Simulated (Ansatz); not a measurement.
# How ZnIn (hypothetical, Fm-3m) expands on warming, part 3 of 3

Aim: the lattice, expansion, heat capacity and bulk modulus of ZnIn (hypothetical) as it warms. The crystal structure is hypothetical: it was made by swapping elements on a known structure type.

Ansatz 0.2.0; DFT PBE, scalar-relativistic, plane waves, PAW.

So far. Step 2 (A first coarse run): The start is under 41 GPa at this level and looks like a metal on this mesh. Step 5 (Relaxing to small residual forces and stress): The residual pressure is 0.0011 GPa, small enough for phonons.

## Step 8: Phonons on strained cells, q-mesh 4×4×4

The study relaxes the crystal at several strains, solves the phonons on some of them and minimises the free energy at each temperature (static energy, vibrations, the electrons in a metal, and PV under a set pressure); the q-mesh sets how far the force constants reach.

input.yaml

```yaml
crystal:
  lattice:
    - [0.0, 2.8666907552, 2.8666907552]
    - [2.8666907552, 0.0, 2.8666907552]
    - [2.8666907552, 2.8666907552, 0.0]
  atoms:
    - { symbol: In, position: [0.0, 0.0, 0.0] }
    - { symbol: Zn, position: [0.5, 0.5, 0.5] }
kpoints:
  mp_grid: { grid: [12, 12, 12] }
hamiltonian:
  xc: pbe
scf:
  occupations: { method: methfessel_paxton, width: 0.15 }
output:
  eigenvalues: true
phonons:
  method: dfpt
  qmesh: [4, 4, 4]
  temperatures: { t_max: 650.0, t_step: 50 }
  thermal_expansion: {}
```

Launch:

```
> ansatz run input.yaml --threads 4 --pin off --max-ram 8192MiB --backend cpu --events-out ev --progress --plain --runs-dir out
```

Numbers of over 12 decimals in the logs are rounded to 6 here.

What it wrote:

```text
The last accepted step is kept in <dir> (removed where the run ends without a failure and the disk answers)
Engine: ansatz 0.2.0, aarch64-unknown-linux-gnu
Pseudopotentials: kind: paw
Pseudopotential: In, paw, valence charge 13, recommended cutoff 420 eV (normal), In.paw.azcp
Pseudopotential: Zn, paw, valence charge 12, recommended cutoff 420 eV (normal), Zn.paw.azcp
Functional definition: PBE
  parameter kappa = 0.804
  parameter beta = 0.066725
  exchange = pbe_x(kappa = kappa, mu = beta*pi^2/3)
  correlation = pbe_c(beta = beta)
Crystal: 2 atoms, lattice volume = 47.116 Å³
Basis set: ecut = 487.2 eV, 1139 PW (Γ), exchange–correlation on 60×60×60 points (8 copies of the dense FFT grid, shifted against one another)
Bands: 17, of which v1, the nominal top of the filled ones, is band 13 counted from 1 (12 counted from 0)
Symmetry: 48 space group operations
Space group: Fm-3m (ITA 225), of the structure as read, at distance tolerance 3.6e-5 Å
k-points: 72 of 1728
Non-local potential: In, projectors of the file, l = 0: 2, l = 1: 2, l = 2: 2, l = 3: 2
Non-local potential: Zn, projectors of the file, l = 0: 2, l = 1: 2, l = 2: 3, l = 3: 1
PAW form: soft (Blöchl's): semilocal exchange-correlation on the pseudo side does not see the compensation charge
PAW one-centre angular grid: In, 590 points (default); XC on 64 Gauss nodes
PAW one-centre angular grid: Zn, 590 points (default); XC on 64 Gauss nodes
Initial density: superposition of atomic densities (neutral atoms: chi_scale 0, normalization atom), corrected by the library's trained network
Initial wavefunctions: pseudopotential atomic-orbital guess
Functional: x = pbe(κ = 0.804, μ = 0.219515), c = pbe(β = 0.066725)
SCF iter   1: F=—  HF=-8916.551942 eV  |F-HF|=—  |Δ(HF+E_count)|=         —  Δρ=1.22e-3  dr2=3.71e-4  ethr=1.77e-3  ⟨swp⟩=5.4  Hψ=6013  notcnv=0
preconditioner: auto → Kerker (q_TF=auto, 2.455 Å⁻¹)  [metal: Δε(μ)=0.080 eV  Ē_g=14.262 eV  σ=0.150 eV  W_gap=0.43  n_scr=14 (ndim 8)  ℏωp=27.0 eV  f_vac=0.000  D(μ)=0.66/eV (n_scr^D=0)]
SCF iter   2: F=—  HF=-8916.551112 eV  |F-HF|=—  |Δ(HF+E_count)|=   8.30e-4  S|Δr|=    0.00e0  Δρ=6.42e-4  dr2=1.34e-4  ethr=1.49e-6  ⟨swp⟩=2.0  Hψ=2599  notcnv=0
SCF iter   3: F=—  HF=-8916.551178 eV  |F-HF|=—  |Δ(HF+E_count)|=   6.61e-5  S|Δr|=    0.00e0  Δρ=4.18e-4  dr2=6.37e-5  ethr=5.35e-7  ⟨swp⟩=2.2  Hψ=1805  notcnv=0
SCF iter   4: F=—  HF=-8916.551217 eV  |F-HF|=—  |Δ(HF+E_count)|=   3.85e-5  S|Δr|=    0.00e0  Δρ=2.53e-4  dr2=2.45e-5  ethr=2.55e-7  ⟨swp⟩=2.0  Hψ=1717  notcnv=0
SCF iter   5: F=—  HF=-8916.551215 eV  |F-HF|=—  |Δ(HF+E_count)|=   1.69e-6  S|Δr|=    0.00e0  Δρ=8.60e-5  dr2=4.44e-6  ethr=9.80e-8  ⟨swp⟩=2.0  Hψ=1606  notcnv=0
[...]
E_band       = -18.786853
  E_kinetic    = 371.544649
  E_local      = -2887.288063  (includes V_loc(G=0)·N_el)
  E_nonlocal   = 976.947091
  E_hartree    = 1181.475472
  E_xc         = -352.699602
  E_vxc        = -151.170651  (∫ρ·V_xc dr)
  E_paw        = -5977.462571  (= ΣΔE_a)
  E_vpaw       = -691.770694  (= ΣTr[D̂ρ^β])
  E_aug_tail   = -0.000098  (compensation charges beyond the density's cutoff)
  E_ewald      = -2229.069608
  E_smearing   = 0.001514  (= −TS)
  E_closure    = 0.000000  (closes the sum)
  Σ components = -8916.551216   (vs F -8916.551216, Δ=0.00e0)
--- Forces (eV/Å), atoms counted from 1 ---
  atom   1  In    -0.00000000     0.00000000     0.00000000
  atom   2  Zn     0.00000000    -0.00000000    -0.00000000
  max |Σ_I F_I| component: 6.55e-29 eV/Å
--- Stress (GPa, compression-positive) ---
       -0.001118      -0.000000       0.000000
        0.000000      -0.001118      -0.000000
       -0.000000       0.000000      -0.001118
  P = ⅓ Tr σ = -0.0011 GPa (-0.011 kbar)
--- Band table (eV; the first three rows and the last of 72) ---
  k-point 0: bands = [... 9 lower, 1.5003, 1.5003, 12.1277, 12.1277, 12.1277, 14.1297, 17.1891, 17.1891]
  k-point 1: bands = [... 9 lower, 1.4935, 1.4935, 11.1096, 12.1175, 12.1175, 14.7279, 16.5531, 17.2887]
  k-point 2: bands = [... 9 lower, 1.4916, 1.4916, 9.4277, 12.1107, 12.1107, 14.8561, 16.3013, 16.3013]
  k-point 71: bands = [... 9 lower, 1.5463, 4.9916, 5.6410, 6.8077, 6.8077, 14.8557, 15.0845, 17.3696]
── thermal expansion: 3 new cells, 3 in all ──
thermal expansion: relaxation of cell 2
thermal expansion: relaxation of cell 3
── thermal expansion: 2 new cells, 5 in all ──
thermal expansion: relaxation of cell 4
thermal expansion: lower-state search of cell 4
thermal expansion: electrons of cell 4
thermal expansion: phonons of cell 4
WARN: thermal expansion, phonons of cell 4: eigensolver did not converge (k=27): 1 band(s) unlocked after 20 sweeps at ethr=1.00e-12 eV (lowest unlocked band 16, counted from 0; max residual 4.84e-6 eV among the unlocked bands, 4.84e-6 eV over every band)
WARN: thermal expansion: eigensolver_not_converged in the phonons of 1 cell: 4
WARN: thermal expansion: vibrations_at_or_below_zero in the phonons of 1 cell: 4
this run last wrote the structure of step 1 to <dir>
--- Relaxed structure (1 steps of the walk, 1 accepted, 0 SCFs on fresh bases) ---
  F+E_penalty+E_count = -8916.55121616 eV   max|allowed force component| = 3.455e-29 eV/Å
  atoms:
    - { symbol: In, position: [0.0, 0.0, 0.0] }
    - { symbol: Zn, position: [0.5, 0.5, 0.5] }
--- Thermal expansion: 5 cells in 2 rounds, 0 GPa ---
  no lower state was reached at cell 4; its state was not examined: fill_not_monotonic
  not told: vibrations stand at or below zero in cell 4 (1.078 modes a cell, the lowest at -32.5 cm⁻¹): the crystal is at no minimum there, or its k-points are too few: type the crystal that it becomes, another pressure, or a denser kpoints.mp_grid, in a new run
  eigensolver_not_converged in the phonons of 1 cell: 4
  vibrations_at_or_below_zero in the phonons of 1 cell: 4
Error: vibrations stand at or below zero in cell 4 (1.078 modes a cell, the lowest at -32.5 cm⁻¹): the crystal is at no minimum there, or its k-points are too few: type the crystal that it becomes, another pressure, or a denser kpoints.mp_grid, in a new run
[key lines of the parts left out:]
SCF converged after 10 iterations
Free energy (F): -8916.551216 eV
Fermi energy:    8.649505 eV
```

It took 7.5 min on 4 threads of Arm Neoverse V2, shared host; peak memory 4.1 GiB.

The run ended with an error.

The program's message: “vibrations stand at or below zero in cell 4 (1.078 modes a cell, the lowest at -32.5 cm⁻¹): the crystal is at no minimum there, or its k-points are too few: type the crystal that it becomes, another p …”

## Step 9: Phonons of the refused cell

The study refused this cell, so its phonons are run alone to see which modes are imaginary.

input.yaml, the sections that differ from step 8:

```yaml
phonons:
  method: dfpt
  qmesh: [4, 4, 4]
  temperatures: { t_max: 1000, t_step: 50 }
  qpath:
    path:
      - [[0.0, 0.0, 0.0], [0.5, 0.0, 0.5], [0.625, 0.25, 0.625]]
      - [[0.375, 0.375, 0.75], [0.0, 0.0, 0.0], [0.5, 0.5, 0.5], [0.5, 0.25, 0.75], [0.5, 0.0, 0.5]]
    npoints: 10
# crystal, kpoints, hamiltonian, scf, output: as in step 8
```

What it wrote:

```text
[...]
Crystal: 2 atoms, lattice volume = 47.116 Å³
Basis set: ecut = 420 eV, 941 PW (Γ), exchange–correlation on 60×60×60 points (8 copies of the dense FFT grid, shifted against one another)
Bands: 17, of which v1, the nominal top of the filled ones, is band 13 counted from 1 (12 counted from 0)
Symmetry: 48 space group operations
k-points: 72 of 1728
[...]
SCF iter   1: F=—  HF=-8916.549909 eV  |F-HF|=—  |Δ(HF+E_count)|=         —  Δρ=1.21e-3  dr2=3.98e-4  ethr=1.77e-3  ⟨swp⟩=5.0  Hψ=5714  notcnv=0
[...]
SCF iter  10: F=-8916.548882 eV  HF=-8916.548882 eV  |F-HF|=1.82e-12  |Δ(HF+E_count)|=  5.46e-12  S|Δr|=    0.00e0  Δρ=4.29e-8  dr2=7.64e-13  ethr=1.00e-12  ⟨swp⟩=6.9  Hψ=5701  notcnv=0
SCF 1 converged in 10 iterations: F = -8916.548882 eV  dr2 = 7.64e-13
[...]
phonons: the bands overlap, so this run is a metal and interpolates without the dipole-dipole term. If the crystal is really an insulator or semiconductor, its LO-TO splitting is missing
NSCF: frozen V_eff on 72 k-points
WARN: eigensolver did not converge in 5 slots of this pass, the one above among them; of largest residual over every band (k=28): 1 band(s) unlocked (lowest unlocked band 16, counted from 0; max residual 2.07e-5 eV among the unlocked bands, 2.07e-5 eV over every band); of lowest unlocked band (k=27): band 16
[...]
DFPT response loops at q = (0, 0, 0) (fractional): preconditioner auto → Kerker (q_TF=auto, 2.455 Å⁻¹) (partly filled bands, converged f_vac=0.000); β = 1.00, the filter's whole step (`scf.mixing.beta` (0.50) is not read by the response loops under this deck's `scf.mixing.preconditioner`; to damp them name `kerker` or `kerker_dos`, under which they read `scf.mixing.beta`, and type it under 1.00, their step now; both keys bind the ground state too); Broyden in place of MSR1
[...]
SCF converged after 10 iterations
[...]
Free energy (F): -8916.548882 eV
[...]
Internal energy: -8916.550396 eV  (E = F + TS)
E sigma→0 (E₀):  -8916.549261 eV
Entropy (-TS):   0.001514 eV (0.757 meV/atom)
Fermi energy:    8.650262 eV
[...]
--- Band table (eV; the first three rows and the last of 72) ---
  k-point 0: bands = [... 9 lower, 1.5033, 1.5033, 12.1284, 12.1284, 12.1284, 14.1295, 17.1907, 17.1907]
  k-point 1: bands = [... 9 lower, 1.4964, 1.4964, 11.1103, 12.1183, 12.1183, 14.7280, 16.5547, 17.2901]
  k-point 2: bands = [... 9 lower, 1.4945, 1.4945, 9.4284, 12.1115, 12.1115, 14.8569, 16.3027, 16.3027]
  k-point 71: bands = [... 9 lower, 1.5492, 4.9927, 5.6413, 6.8084, 6.8084, 14.8564, 15.0855, 17.3714]
--- Phonons (Γ-DFPT): 2 representative perturbations + reference (Σ response iterations 6) ---
  ASR residual: 6.132e-5 → 0.000e0 eV/Å²; symmetrization residual: 4.767e-6 eV/Å²
  ASR residual per site (eV/Å²): 6.37e-6 6.13e-5
  Γ frequencies (cm⁻¹): 0.00 0.00 0.00 122.90 122.90 122.90
--- Phonons (arbitrary-q DFPT): 8 irreducible q on the 4×4×4 mesh ---
  q = [0.0000, 0.0000, 0.0000] (star 1, of the zone-centre solve; hermiticity 4.12e-6, symmetrization 7.56e-12): -0.00 0.00 0.00 122.90 122.90 122.90
  q = [0.0000, 0.0000, 0.2500] (star 8, 2 solved perturbations on 936 of 1728 k-point pairs; hermiticity 1.66e-6, symmetrization 2.85e-12): 40.52 40.52 50.45 109.82 109.82 120.79
[...]
q = [0.0000, 0.2500, 0.2500] (star 6, 4 solved perturbations in 1608 linear systems a pass and spin channel, the states on 510 of 1728 k-point pairs; hermiticity 2.26e-6, symmetrization 8.02e-13): -20.43 -20.43 72.86 103.18 129.12 129.12
[...]
sum rule: each row above includes the acoustic sum rule's correction from the zone centre's row sums; it moved no ω² by more than (0.51 cm⁻¹)²
  mesh force constants: q→R imaginary residual 9.84e-18; ASR residual 6.132e-5 → 0.000e0 eV/Å²; symmetrization residual 2.220e-15 eV/Å²
  interpolated dispersion: 62 rows × 6 modes
  density of states and harmonic sums: on the 20×20×20 q-mesh, interpolated from the force constants of a 4×4×4 supercell (no non-analytic term)
  largest difference from the sums on the solved wave vectors: F 3.48e-2 eV, S 4.31e-5 and C_V 8.27e-6 eV/K
  zero-point energy: 0.027859 eV/cell   skipped modes (ω ≤ 0): 265, of them read as no rigid motion or as one in doubt: 262 (1.029e0 modes/cell left out, lowest -39.83 cm⁻¹)   left out of the sums: 1.72e-1 of the cell's modes: C_V's classical limit lies that fraction below 3 k_B per atom; for a crystal, a wire or a layer, F and S can be off by more, and a phonons.interpolated_qmesh denser along its periods is the remedy for the sampling
```

It took 4.9 min on 4 threads; peak memory 3.5 GiB.

This step gave:

```
Γ frequencies                : 0, 0, 0, 122.9, 122.9, 122.9 cm⁻¹ (negative: imaginary)
lowest frequency on the path : -39.75 cm⁻¹
point group                  : m-3m
highest frequency            : 146.4 cm⁻¹
```

No LO-TO term. Phonon branches along the path, in cm⁻¹:

```tsv
point	branch 1	branch 2	branch 3	branch 4	branch 5	branch 6
Γ	0	0	0	123	123	123
halfway	-20	-20	73	103	129	129
X	-29	-21	-21	137	137	146
halfway	-33	-13	-13	133	135	145
U	-39	29	29	123	125	143
jump to K	-39	29	29	123	125	143
halfway	-18	58	72	96	106	130
Γ	0	0	0	123	123	123
halfway	40	40	50	110	110	121
L	68	68	83	91	91	103
halfway	12	16	72	94	126	127
W	-32	-32	75	96	141	141
halfway	-35	-25	33	124	138	145
X	-29	-21	-21	137	137	146
```

The phonon branches as a text plot (rows in cm⁻¹):

```
    143 |         ***********                            ********
    135 |       *********    ***                       **   *****
    127 |  ***** *      ***     *****    **           **      *
    119 |***    *         **      ************       *       *
    111 |   *               *    ***       ** **   **       *
    104 |      *            *** **           ** ****
     96 |    **              ****              ** **********
     88 |                      *                 *
     80 |                      *                ***
     73 |    ***             ** *              *   *********
     65 |                    ***              * ***
     57 |   *   *           *   **           ***   *        *
     49 |                        *          **      *
     42 |  *               *      **       **       *        *
     34 |        *                  *     **         *
     26 |                **         *     *
     18 | *                          *   *            *       *
     11 |               *            *  *             *
      3 |***                      ******
     -5 |   *
    -13 |    **   **   *         *                             *
    -20 |      *    ***         *                      *      ***
    -28 |       *******        *                        *  *** **
    -36 |              ********                          ******
         Γ           X  U|K            Γ         L        W     X
```

The phonon density of states has structure finer than the step of the table below, so its rows give means over 10 cm⁻¹, whole bins alone (the curve runs from -41 to 147 cm⁻¹). Peaks (cm⁻¹: height): -27.0: 0.0493, 71.0: 0.0480, 97.0: 0.0605, 123.0: 0.0854.

Tetrahedra on 20 20 20, mean over bins of 2 cm⁻¹. The phonon density of states by wavenumber; means over each step:

```tsv
wavenumber (cm⁻¹)	phonon density of states (1/cm⁻¹/cell)
-30	0.0410
-20	0.0302
-10	0.0151
0	0.0132
10	0.0157
20	0.0187
30	0.0242
40	0.0270
50	0.0290
60	0.0327
70	0.0389
80	0.00580
90	0.0109
100	0.0515
110	0.0479
120	0.0665
130	0.0787
140	0.0432
```

No LO-TO term. Modes at Γ, with each element's share of the kinetic energy:

```tsv
mode	frequency (cm⁻¹)	symmetry	In %	Zn %
1	0.0	T1u	64	36
2	0.0	T1u	64	36
3	0.0	T1u	64	36
4	122.9	T1u	36	64
5	122.9	T1u	36	64
6	122.9	T1u	36	64
```

Displacements in mode 4 (122.9 cm⁻¹), the largest set to 1:
```
In1  0.00  0.09 -0.57
Zn2  0.00 -0.15  1.00
```

Lowest modes at the softest wavevector of the mesh; phase exp(i q.(R + tau)). Modes at q = (0.500, -0.250, 0.250), with each element's share of the kinetic energy (negative means imaginary):

```tsv
mode	frequency (cm⁻¹)	In %	Zn %
1	-32.5	61	39
2	-32.5	61	39
3	75.1	100	0
4	96.3	0	100
5	140.7	39	61
6	140.7	39	61
```

Displacements in mode 1 (-32.5 cm⁻¹), the largest set to 1, in the home cell (x, y, z of the real part, then of the imaginary part):
```
In1  0.00 -0.30  0.15  0.00 -0.48 -0.94
Zn2  0.00 -0.50  0.99  0.00  0.32  0.16
```

Displacements in mode 3 (75.1 cm⁻¹), the largest set to 1, in the home cell:
```
In1 1.00 0.00 0.00
Zn2 0.00 0.00 0.00
```

The modes has structure finer than the step of the table below, so its rows give means over 5 cm⁻¹, whole bins alone (the curve runs from -49.8 to 161 cm⁻¹). Peaks (cm⁻¹: height): In -27.3: 0.0304, 71.9: 0.0382, 134.1: 0.0297; Zn -27.3: 0.0187, 25.6: 0.0104, 95.8: 0.0487, 124.9: 0.0520.

Phonopy on the run's constants, 17x17x17 mesh, Gaussian sigma 2.0 cm⁻¹. Table of modes by wavenumber; means over each step; values in 1/cm⁻¹/cell:

```tsv
wavenumber (cm⁻¹)	In	Zn
-45	1.4e-4	9.1e-5
-40	0.00483	0.00310
-35	0.0178	0.0113
-30	0.0263	0.0163
-25	0.0279	0.0171
-20	0.0202	0.0122
-15	0.0132	0.00785
-10	0.0125	0.00735
-5	0.00542	0.00318
0	0.00209	0.00120
5	0.00483	0.00283
10	0.00933	0.00539
15	0.0103	0.00583
20	0.0123	0.00681
25	0.0176	0.00985
30	0.0159	0.00873
35	0.0163	0.00834
40	0.0184	0.00927
45	0.0193	0.00926
50	0.0200	0.00829
55	0.0219	0.00861
60	0.0236	0.00717
65	0.0282	0.00652
70	0.0323	0.00489
75	0.0284	0.00290
80	0.00578	3.9e-4
85	2.7e-4	4.4e-4
90	6.4e-4	0.00976
95	0.00425	0.0408
100	0.00794	0.0388
105	0.0110	0.0347
110	0.0138	0.0334
115	0.0167	0.0348
120	0.0225	0.0425
125	0.0287	0.0507
130	0.0289	0.0487
135	0.0280	0.0456
140	0.0165	0.0261
145	0.00551	0.00855
150	3.5e-4	5.4e-4
155	4.0e-7	6.0e-7
```

The lowest solved frequency is -32.5 cm⁻¹, so the cell is unstable here and gives no valid free energy.

## Step 10: Summary of results

```yaml
lowest_frequency_at_the_solved_wavevectors: -32.5 cm⁻¹
```

In words: With imaginary harmonic modes at the relaxed cell the quasi-harmonic free energy is undefined, so no expansion is obtained for this phase at this level. The softest solved mode is 33i cm⁻¹ at q = (0.25, -0.5, -0.25), and 5 of 8 solved wavevectors carry a mode beyond 8i cm⁻¹. In a metal soft modes also hang on the k-mesh and the smearing, which were not converged here. The program warned that a few bands missed the eigensolver's threshold in at least one of the runs.

[Logs are printed without paths, hosts, clocks, repeated set-up lines and the standing remarks that a program may print on its own settings, such as how far it seeks lower states.]

[Hosts, paths, dates, database ids (printed as entryN), source tags and the programs' standing remarks are cut or masked in the printed files.]

[A step with changed settings may run another functional than the one named; its input shows which.]
